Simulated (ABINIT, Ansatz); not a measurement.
# Quasiparticle gap of SnF4 (I4/mmm) in ABINIT, part 2 of 3

Aim: the G0W0 gap of SnF4 (I4/mmm) on PBEsol, step by step.

ABINIT 10.8.3; PBEsol and many-body steps on it, plane waves. Known limits of the many-body steps: not at the basis limit; no spin-orbit coupling.

So far. Step 2 (Ground state): The gap is indirect, with the least direct gap 0.24 eV higher.

**3. Bands along the symmetry lines**

Level of this step: DFT, PBEsol, plane waves, norm-conserving pseudopotentials (ABINIT).

The cheap functional maps the bands first; the places of the edges decide which points the dearer methods must see.

run.abi reads:

```
acell 3*1.0 Angstrom
rprim 
  -2.025000000000 2.025000000000 3.965000000000
  2.025000000000 -2.025000000000 3.965000000000
  2.025000000000 2.025000000000 -3.965000000000
ntypat 2
znucl 50 9
natom 5
typat 1 2 2 2 2
xred 
  0.000000000000 0.000000000000 0.000000000000
  0.237000000000 0.237000000000 0.000000000000
  0.763000000000 0.763000000000 0.000000000000
  0.500000000000 0.000000000000 0.500000000000
  0.000000000000 0.500000000000 0.500000000000
pp_dirpath "pseudos"
pseudos "Sn.upf, F.upf"
ecut 38
iscf -2
irdden 1
kptopt 0
nkpt 76
kpt 
  0.00000000 0.00000000 0.00000000
  0.00000000 0.00000000 0.06250000
  0.00000000 0.00000000 0.12500000
  0.00000000 0.00000000 0.18750000
  0.00000000 0.00000000 0.25000000
  0.00000000 0.00000000 0.31250000
  0.00000000 0.00000000 0.37500000
  0.00000000 0.00000000 0.43750000
  0.00000000 0.00000000 0.50000000
  0.03125000 0.03125000 0.46875000
  0.06250000 0.06250000 0.43750000
  0.09375000 0.09375000 0.40625000
  0.12500000 0.12500000 0.37500000
  0.15625000 0.15625000 0.34375000
  0.18750000 0.18750000 0.31250000
  0.21875000 0.21875000 0.28125000
  0.25000000 0.25000000 0.25000000
  0.21875000 0.28125000 0.21875000
  0.18750000 0.31250000 0.18750000
  0.15625000 0.34375000 0.15625000
  0.12500000 0.37500000 0.12500000
  0.09375000 0.40625000 0.09375000
  0.06250000 0.43750000 0.06250000
  0.03125000 0.46875000 0.03125000
  0.00000000 0.50000000 0.00000000
  0.00000000 0.43750000 0.00000000
  0.00000000 0.37500000 0.00000000
  0.00000000 0.31250000 0.00000000
  0.00000000 0.25000000 0.00000000
  0.00000000 0.18750000 0.00000000
  0.00000000 0.12500000 0.00000000
  0.00000000 0.06250000 0.00000000
  0.00000000 0.00000000 0.00000000
  0.06250000 0.06250000 -0.06250000
  0.12500000 0.12500000 -0.12500000
  0.18750000 0.18750000 -0.18750000
  0.25000000 0.25000000 -0.25000000
  0.31250000 0.31250000 -0.31250000
  0.37500000 0.37500000 -0.37500000
  0.43750000 0.43750000 -0.43750000
  0.50000000 0.50000000 -0.50000000
  0.47690105 0.52309895 -0.47690105
  0.45380211 0.54619789 -0.45380211
  0.43070316 0.56929684 -0.43070316
  0.40760421 0.59239579 -0.40760421
  0.38450526 0.61549474 -0.38450526
  0.36140631 0.63859369 -0.36140631
  0.33830737 0.66169263 -0.33830737
  0.31520842 0.68479158 -0.31520842
  -0.31520842 0.31520842 0.31520842
  -0.27580737 0.27580737 0.27580737
  -0.23640631 0.23640631 0.23640631
  -0.19700526 0.19700526 0.19700526
  -0.15760421 0.15760421 0.15760421
  -0.11820316 0.11820316 0.11820316
  -0.07880211 0.07880211 0.07880211
  -0.03940105 0.03940105 0.03940105
  0.00000000 0.00000000 0.00000000
  0.00000000 0.00000000 0.50000000
  -0.01630211 0.01630211 0.50000000
  -0.03260421 0.03260421 0.50000000
  -0.04890632 0.04890632 0.50000000
  -0.06520842 0.06520842 0.50000000
  -0.08151053 0.08151053 0.50000000
  -0.09781263 0.09781263 0.50000000
  -0.11411474 0.11411474 0.50000000
  -0.13041684 0.13041684 0.50000000
  0.50000000 0.50000000 -0.13041684
  0.50000000 0.50000000 -0.17661474
  0.50000000 0.50000000 -0.22281263
  0.50000000 0.50000000 -0.26901053
  0.50000000 0.50000000 -0.31520842
  0.50000000 0.50000000 -0.36140631
  0.50000000 0.50000000 -0.40760421
  0.50000000 0.50000000 -0.45380211
  0.50000000 0.50000000 -0.50000000
istwfk *1
nband 32
nbdbuf 2
tolwfr 1e-08
nstep 40
prtwf 0
prtvol 0
indata_prefix "in"
outdata_prefix "out"
tmpdata_prefix "tmp"
```

Command:

```bash
OMP_NUM_THREADS=1 mpirun -n 4 abinit run.abi > log
```

Numbers of over 12 decimals in the logs are rounded to 6 here.

Output:

```text
.Version 10.8.3 of ABINIT. v10.8.2 released Aug 2026.

 Symmetries : space group I4/m m m (#139); Bravais tI (body-center tetrag.)
[... echo of the input left out ...]
== DATASET  1 ==================================================================
-   mpi_nproc: 4, omp_nthreads: 1 (-1 if OMP is not activated)

--- !DatasetInfo
iteration_state: {dtset: 1, }
dimensions: {natom: 5, nkpt: 76, mband: 32, nsppol: 1, nspinor: 1, nspden: 1, mpw: 4946, }
cutoff_energies: {ecut:  38.0, pawecutdg:  -1.0, }
electrons: {nelect:   5.00000000E+01, charge:   0.00000000E+00, occopt:   1.00000000E+00, tsmear:   1.00000000E-02, }

 Real(R)+Recip(G) space primitive vectors, cartesian coordinates (Bohr,Bohr^-1):
 R(1)= -3.8266954  3.8266954  7.4927641  G(1)=  0.0000000  0.1306610  0.0667310
 R(2)=  3.8266954 -3.8266954  7.4927641  G(2)=  0.1306610  0.0000000  0.0667310
 R(3)=  3.8266954  3.8266954 -7.4927641  G(3)=  0.1306610  0.1306610  0.0000000
 Unit cell volume ucvol=  4.3888409E+02 bohr^3
 Angles (23,13,12)=  1.31084689E+02  1.31084689E+02  7.16785604E+01 degrees

 getcut: wavevector=  0.0000  0.0000  0.0000  ngfft=  54  54  54
         ecut(hartree)=     38.000   => boxcut(ratio)=   2.10582

--- Pseudopotential description ------------------------------------------------
- Sn Generated using ONCVPSP code by D. R. Hamann
- 50.00000  22.00000  180301                  znucl, zion, pspdat
12 -116133 2 -1 1628                          pspcod,pspxc,lmax,lloc,mmax
     nproj     2     2     2
  pspatm : epsatm=   27.40034533
         --- l  ekb(1:nproj) -->
             0    9.713037   -0.634809
             1    4.010174   -0.276233
             2   -2.400688   -0.611864
 pspatm: atomic psp has been read  and splines computed

- F Generated using ONCVPSP code by D. R. Hamann
-  9.00000   7.00000  180301                  znucl, zion, pspdat
12 -116133 2 -1 832                           pspcod,pspxc,lmax,lloc,mmax
     nproj     2     2     1
  pspatm : epsatm=    4.89824381
         --- l  ekb(1:nproj) -->
[...]
2   -2.394754
 pspatm: atomic psp has been read  and splines computed

--------------------------------------------------------------------------------

================================================================================
 prteigrs : about to open file out_EIG
 Non-SCF case, kpt    1 (  0.00000  0.00000  0.00000), residuals and eigenvalues=
  8.80E-09  1.26E-09  7.06E-09  9.36E-09  1.40E-09  6.69E-09  2.88E-09  3.23E-09
  2.31E-09  1.82E-09  3.36E-09  1.72E-09  5.58E-09  5.49E-09  4.52E-09  5.67E-09
  9.33E-09  3.44E-09  5.55E-09  7.76E-09  6.40E-09  2.44E-09  6.54E-09  2.38E-09
[...]
-4.6395E+00 -3.0190E+00 -3.0190E+00 -3.0121E+00 -7.9210E-01 -7.8767E-01
 -7.6429E-01 -7.0140E-01 -6.7717E-01 -6.7316E-01 -6.7316E-01 -6.2521E-01
 -6.0406E-01 -1.7473E-01 -1.7473E-01 -1.1870E-01 -9.0927E-02 -5.2826E-02
[...]
Non-SCF case, kpt   75 (  0.50000  0.50000 -0.45380), residuals and eigenvalues=
[...]
5.7018E-01  6.4634E-01
 Non-SCF case, kpt   76 (  0.50000  0.50000 -0.50000), residuals and eigenvalues=
[...]
-5.5329E-02 -5.5329E-02 -4.6014E-02 -1.3513E-02 -1.3513E-02  1.8860E-02
  1.8860E-02  1.9333E-01  4.0803E-01  4.8640E-01  5.0967E-01  5.0967E-01
  5.6653E-01  6.4870E-01

--- !ResultsGS
iteration_state: {dtset: 1, }
comment   : Summary of ground state results
lattice_vectors:
- [ -3.8266954,   3.8266954,   7.4927641, ]
- [  3.8266954,  -3.8266954,   7.4927641, ]
- [  3.8266954,   3.8266954,  -7.4927641, ]
lattice_lengths: [   9.24277,    9.24277,    9.24277, ]
lattice_angles: [131.085, 131.085,  71.679, ] # degrees, (23, 13, 12)
lattice_volume:   4.3888409E+02
convergence: {deltae:  0.000E+00, res2:  0.000E+00, residm:  9.990E-09, diffor:  0.000E+00, }
etotal    :  -3.19746573E+02
entropy   :   0.00000000E+00
fermie    :   2.47349154E-02
cartesian_stress_tensor: null
pressure_GPa: null
xred      :
- [  0.0000E+00,   0.0000E+00,   0.0000E+00, Sn]
- [  2.3700E-01,   2.3700E-01,   7.7149E-19,  F]
- [  7.6300E-01,   7.6300E-01,   2.4837E-18,  F]
- [  5.0000E-01,  -2.2708E-18,   5.0000E-01,  F]
- [ -2.2708E-18,   5.0000E-01,   5.0000E-01,  F]
cartesian_forces: null
force_length_stats: {min: null, max: null, mean: null, }

 Integrated electronic density in atomic spheres:
 ------------------------------------------------
 Atom  Sphere_radius  Integrated_density
[...]
================================================================================

 ----iterations are completed or convergence reached----

 Mean square residual over all n,k,spin=   44.522E-10; max=  99.895E-10
 reduced coordinates (array xred) for    5 atoms
[...]
0.500000000000     -0.000000000000      0.500000000000
      -0.000000000000      0.500000000000      0.500000000000

 cartesian coordinates (angstrom) at end:
    1      0.000000     0.000000     0.000000
    2      0.000000    -0.000000     1.879410
    3      0.000000    -0.000000     6.050590
    4      0.000000     2.025000    -0.000000
    5      2.025000     0.000000    -0.000000
 length scales=  1.889726125908  1.889726125908  1.889726125908 bohr
              =  1.000000000000  1.000000000000  1.000000000000 angstroms
 prteigrs : about to open file out_EIG
 Eigenvalues (hartree) for nkpt=  76  k points:
 kpt#   1, nband= 32, wtk=  1.00000, kpt=  0.0000  0.0000  0.0000 (reduced coord)
[...]
kpt#   2, nband= 32, wtk=  1.00000, kpt=  0.0000  0.0000  0.0625 (reduced coord)
[...]
kpt#   3, nband= 32, wtk=  1.00000, kpt=  0.0000  0.0000  0.1250 (reduced coord)
[...]
kpt#  75, nband= 32, wtk=  1.00000, kpt=  0.5000  0.5000 -0.4538 (reduced coord)
[...]
kpt#  76, nband= 32, wtk=  1.00000, kpt=  0.5000  0.5000 -0.5000 (reduced coord)
[...]
-0.08080   -0.05637   -0.05533   -0.05533   -0.04601   -0.01351   -0.01351    0.01886
   0.01886    0.19333    0.40803    0.48640    0.50967    0.50967    0.56653    0.64870

== END DATASET(S) ==============================================================
================================================================================

 -outvars: echo values of variables after computation  --------
            nband          32
             nkpt          76
          spgroup         139
 [... the other variables as echoed above ...]

 Calculation completed.
```

It took 64 s on 4 MPI ranks of Intel Xeon Platinum 8488C (Sapphire Rapids), shared host; peak memory 0.51 GiB.

Numbers from this step:

```yaml
gap: 3.412 eV
k_of_the_valence_top: 0, 0, 0.5
k_of_the_conduction_bottom: 0, 0, 0
least_direct_gap: 3.650 eV
```

The gap is 3.412 eV, as in the run before at this level.

The electronic bands at the labelled points (eV, zero at the top of the highest filled band):

| point | band 22 | band 23 | band 24 | band 25 | band 26 | band 27 | band 28 | band 29 |
| --- | --- | --- | --- | --- | --- | --- | --- | --- |
| Γ | -1.22 | -1.22 | -0.24 | -0.24 | 3.41 | 11.65 | 12.69 | 12.69 |
| halfway | -1.07 | -0.83 | -0.64 | -0.23 | 5.11 | 10.71 | 11.36 | 12.51 |
| X | -1.02 | -0.62 | -0.29 | 0.00 | 7.82 | 8.75 | 9.36 | 11.21 |
| halfway | -1.10 | -0.78 | -0.21 | -0.03 | 7.82 | 8.84 | 9.27 | 11.19 |
| P | -1.11 | -1.11 | -0.10 | -0.10 | 7.83 | 9.05 | 9.05 | 11.16 |
| halfway | -0.97 | -0.90 | -0.31 | -0.23 | 6.57 | 9.24 | 10.95 | 11.51 |
| N | -0.81 | -0.75 | -0.63 | -0.49 | 6.05 | 9.39 | 11.88 | 12.28 |
| halfway | -1.05 | -0.87 | -0.48 | -0.37 | 4.49 | 11.02 | 12.19 | 12.48 |
| Γ | -1.22 | -1.22 | -0.24 | -0.24 | 3.41 | 11.65 | 12.69 | 12.69 |
| halfway | -1.13 | -1.13 | -0.20 | -0.20 | 4.07 | 10.77 | 12.93 | 12.93 |
| M | -1.04 | -1.04 | -0.16 | -0.16 | 4.59 | 10.43 | 12.56 | 13.20 |
| halfway | -1.05 | -0.98 | -0.25 | -0.17 | 4.92 | 10.61 | 11.59 | 12.93 |
| S | -1.03 | -0.83 | -0.49 | -0.25 | 5.79 | 10.02 | 11.12 | 12.46 |
| jump to S0 | -1.03 | -0.83 | -0.49 | -0.25 | 5.79 | 10.02 | 11.12 | 12.46 |
| halfway | -0.99 | -0.73 | -0.70 | -0.45 | 4.84 | 10.64 | 12.34 | 12.72 |
| Γ | -1.22 | -1.22 | -0.24 | -0.24 | 3.41 | 11.65 | 12.69 | 12.69 |
| jump to X | -1.02 | -0.62 | -0.29 | 0.00 | 7.82 | 8.75 | 9.36 | 11.21 |
| halfway | -1.08 | -0.61 | -0.31 | -0.01 | 7.44 | 9.13 | 9.51 | 11.19 |
| R | -1.23 | -0.59 | -0.39 | -0.03 | 6.82 | 9.76 | 9.94 | 11.14 |
| jump to G | -1.23 | -0.59 | -0.39 | -0.03 | 6.82 | 9.76 | 9.94 | 11.14 |
| halfway | -1.16 | -0.82 | -0.36 | -0.11 | 5.23 | 10.73 | 11.44 | 11.85 |
| M | -1.04 | -1.04 | -0.16 | -0.16 | 4.59 | 10.43 | 12.56 | 13.20 |

**4. Empty states on the mesh, 4×4×4 mesh, 227 bands**

The sums over transitions need many empty states on a uniform mesh; this step solves for them.

run.abi reads:

```
acell 3*1.0 Angstrom
rprim 
  -2.025000000000 2.025000000000 3.965000000000
  2.025000000000 -2.025000000000 3.965000000000
  2.025000000000 2.025000000000 -3.965000000000
ntypat 2
znucl 50 9
natom 5
typat 1 2 2 2 2
xred 
  0.000000000000 0.000000000000 0.000000000000
  0.237000000000 0.237000000000 0.000000000000
  0.763000000000 0.763000000000 0.000000000000
  0.500000000000 0.000000000000 0.500000000000
  0.000000000000 0.500000000000 0.500000000000
pp_dirpath "pseudos"
pseudos "Sn.upf, F.upf"
ecut 38
ngkpt 4 4 4
nshiftk 1
shiftk 0 0 0
kptopt 1
chksymbreak 0
irdden 1
istwfk *1
nband 227
prtvol 0
optdriver 6
gwr_task "HDIAGO"
paral_kgb 0
occopt 1
indata_prefix "in"
outdata_prefix "out"
tmpdata_prefix "tmp"
```

Output:

```text
[banner, memory and clock lines left out]
.Version 10.8.3 of ABINIT. v10.8.2 released Aug 2026.

 Symmetries : space group I4/m m m (#139); Bravais tI (body-center tetrag.)
[... echo of the input left out ...]
== DATASET  1 ==================================================================
-   mpi_nproc: 4, omp_nthreads: 1 (-1 if OMP is not activated)

--- !DatasetInfo
iteration_state: {dtset: 1, }
dimensions: {natom: 5, nkpt: 13, mband: 227, nsppol: 1, nspinor: 1, nspden: 1, mpw: 4928, }
cutoff_energies: {ecut:  38.0, pawecutdg:  -1.0, }
electrons: {nelect:   5.00000000E+01, charge:   0.00000000E+00, occopt:   1.00000000E+00, tsmear:   1.00000000E-02, }

.Using double precision arithmetic; gwpc =  8

- Reading GS density from: in_DEN

--- Pseudopotential description ------------------------------------------------
- Sn Generated using ONCVPSP code by D. R. Hamann
- 50.00000  22.00000  180301                  znucl, zion, pspdat
12 -116133 2 -1 1628                          pspcod,pspxc,lmax,lloc,mmax
     nproj     2     2     2
  pspatm : epsatm=   27.40034533
         --- l  ekb(1:nproj) -->
             0    9.713037   -0.634809
             1    4.010174   -0.276233
             2   -2.400688   -0.611864
 pspatm: atomic psp has been read  and splines computed

- F Generated using ONCVPSP code by D. R. Hamann
-  9.00000   7.00000  180301                  znucl, zion, pspdat
12 -116133 2 -1 832                           pspcod,pspxc,lmax,lloc,mmax
     nproj     2     2     1
  pspatm : epsatm=    4.89824381
         --- l  ekb(1:nproj) -->
             0    6.506434    1.065875
             1   -3.978753   -1.295852
             2   -2.394754
 pspatm: atomic psp has been read  and splines computed

   2.34966603E+03                                ecore*ucvol(ha*bohr**3)

 Total charge density [el/Bohr^3]
)     Maximum=    3.3444E+00  at reduced coord.    0.9259    0.9630    0.9630
)     Minimum=    1.3405E-03  at reduced coord.    0.5000    0.5000    0.0000
   Integrated=    5.0000E+01

 === KS gaps after direct diagonalization ===
 Indirect band gap semiconductor
 Fundamental gap:     3.412 (eV)
   VBM:     0.673 (eV) at k: [ 5.0000E-01,  5.0000E-01,  0.0000E+00]
   CBM:     4.085 (eV) at k: [ 0.0000E+00,  0.0000E+00,  0.0000E+00]
 Direct gap:         3.650 (eV) at k: [ 0.0000E+00,  0.0000E+00,  0.0000E+00]

== END DATASET(S) ==============================================================

 -outvars: echo values of variables after computation  --------
           etotal      0.0000000000E+00
            nband         227
             nkpt          13
          spgroup         139
 [... the other variables as echoed above ...]

 Calculation completed.
```

Elapsed: 4.3 min, on 4 MPI ranks; peak memory 5.5 GiB; 17 min of CPU time.

Numbers from this step:

* gap: 3.412 eV
* k of the valence top: 0.5, 0.5, 0
* k of the conduction bottom: 0, 0, 0
* least direct gap: 3.650 eV
* k points computed: 13
* lowest point of the top converged band, above the valence top: 115.5624 eV

On this mesh the gap is 3.412 eV.

**5. Screening, 4×4×4 mesh, 104 bands, screening to 141.5 eV**

The RPA dielectric matrix is built and inverted for each q.

This step: RPA screening on PBEsol, plane waves, norm-conserving pseudopotentials.

run.abi: that of step 4 with these lines changed.

```diff
@@ -23,10 +23,11 @@
 chksymbreak 0
-irdden 1
 istwfk *1
-nband 227
-prtvol 0
-optdriver 6
-gwr_task "HDIAGO"
-paral_kgb 0
 occopt 1
+irdwfk 1
+optdriver 3
+nband 104
+ecuteps 5.2
+inclvkb 2
+awtr 1
+symchi 1
 indata_prefix "in"
```

Output:

```text
.Version 10.8.3 of ABINIT. v10.8.2 released Aug 2026.

 Symmetries : space group I4/m m m (#139); Bravais tI (body-center tetrag.)
[... echo of the input left out ...]
== DATASET  1 ==================================================================
-   mpi_nproc: 4, omp_nthreads: 1 (-1 if OMP is not activated)

--- !DatasetInfo
iteration_state: {dtset: 1, }
dimensions: {natom: 5, nkpt: 13, mband: 104, nsppol: 1, nspinor: 1, nspden: 1, mpw: 4928, }
cutoff_energies: {ecut:  38.0, pawecutdg:  -1.0, }
electrons: {nelect:   5.00000000E+01, charge:   0.00000000E+00, occopt:   1.00000000E+00, tsmear:   1.00000000E-02, }

 SCREENING: Calculation of the susceptibility and dielectric matrices

 Based on a program developped by R.W. Godby, V. Olevano, G. Onida, and L. Reining.
 Incorporated in ABINIT by V. Olevano, G.-M. Rignanese, and M. Torrent.
.Using double precision arithmetic ; gwpc =  8

[... cell and pseudopotentials left out ...]
--------------------------------------------------------------------------------

 ==== K-mesh for the wavefunctions ====
 Number of points in the irreducible wedge :    13
[... list of points left out ...]
 Together with 16 symmetry operations and time-reversal symmetry
 yields    64 points in the full Brillouin Zone.

 ==== Q-mesh for the screening function ====
 Number of points in the irreducible wedge :    13
[... list of points left out ...]
 Together with 16 symmetry operations and time-reversal symmetry
 yields    64 points in the full Brillouin Zone.

 setmesh: FFT mesh size selected  =    45x   45x   45
          total number of points  =        91125

 vcoul_init : cutoff-mode = AUXILIARY_FUNCTION
 q-points for optical limit:   1
     1)      0.000010    0.000020    0.000030

- screening: taking advantage of time-reversal symmetry
- Maximum band index for partially occupied states nbvw = 25
- Remaining bands to be divided among processors   nbcw = 79
- Number of bands treated by each node ~19

 Number of electrons calculated from density =   50.0000; Expected =   50.0000
 average of density, n =  0.113925
 r_s =    1.2797
 omega_plasma =   32.5586 [eV]

 calculating chi0 at frequencies [eV] :
  1    0.000000E+00    0.000000E+00
  2    0.000000E+00    3.255860E+01

--------------------------------------------------------------------------------
  q-point number  1        q = ( 0.000000, 0.000000, 0.000000) [r.l.u.]
--------------------------------------------------------------------------------
[... chi0 elements left out ...]
 For q-point:  0.000010 0.000020 0.000030
  dielectric constant =   2.3883
  dielectric constant without local fields =   2.5005

  Average fulfillment of the sum rule on Im[epsilon] for q-point    1 :     44.82  [%]
[... wings left out ...]
  q-point number  2        q = ( 0.250000, 0.000000, 0.000000) [r.l.u.]
--------------------------------------------------------------------------------
[... chi0 elements left out ...]
  Average fulfillment of the sum rule on Im[epsilon] for q-point    2 :     57.06  [%]

 [... 11 further q-points ...]
```

It took 5 min on 4 MPI ranks; peak memory 3.9 GiB.

This step gave:

```yaml
eps_infinity_with_local_fields_on_this_mesh_along_the_program_s_q_direction: 2.388
the_same_without_local_fields: 2.501
plasma_frequency: 32.56 eV
plane_waves_in_the_screening_matrix: 251
```

Local fields lower ε∞ by 4 %.

(Continued in part 3 of 3.)

[Paths, hosts, dates, memory and timing lines, banners, echoed tables and standing remarks are left out of the program output.]

[Logs are printed without paths, hosts, clocks, repeated set-up lines and the standing remarks that a program may print on its own settings, such as how far it seeks lower states.]

[Runs of the session that timed out or met a known fault of the program may be left out.]

[Hosts, paths, dates, database ids (printed as entryN), source tags and the programs' standing remarks are cut or masked in the printed files.]

[G0W0 gaps are taken among the corrected bands and points alone; a level outside them can change the order at an edge.]

[Where Ansatz stands beside ABINIT at settings called matched, ABINIT's density can come from a denser mesh and the files from another edition; pairs whose starting gaps differed by over 0.03 eV were left out, so agreement reads better than it is.]
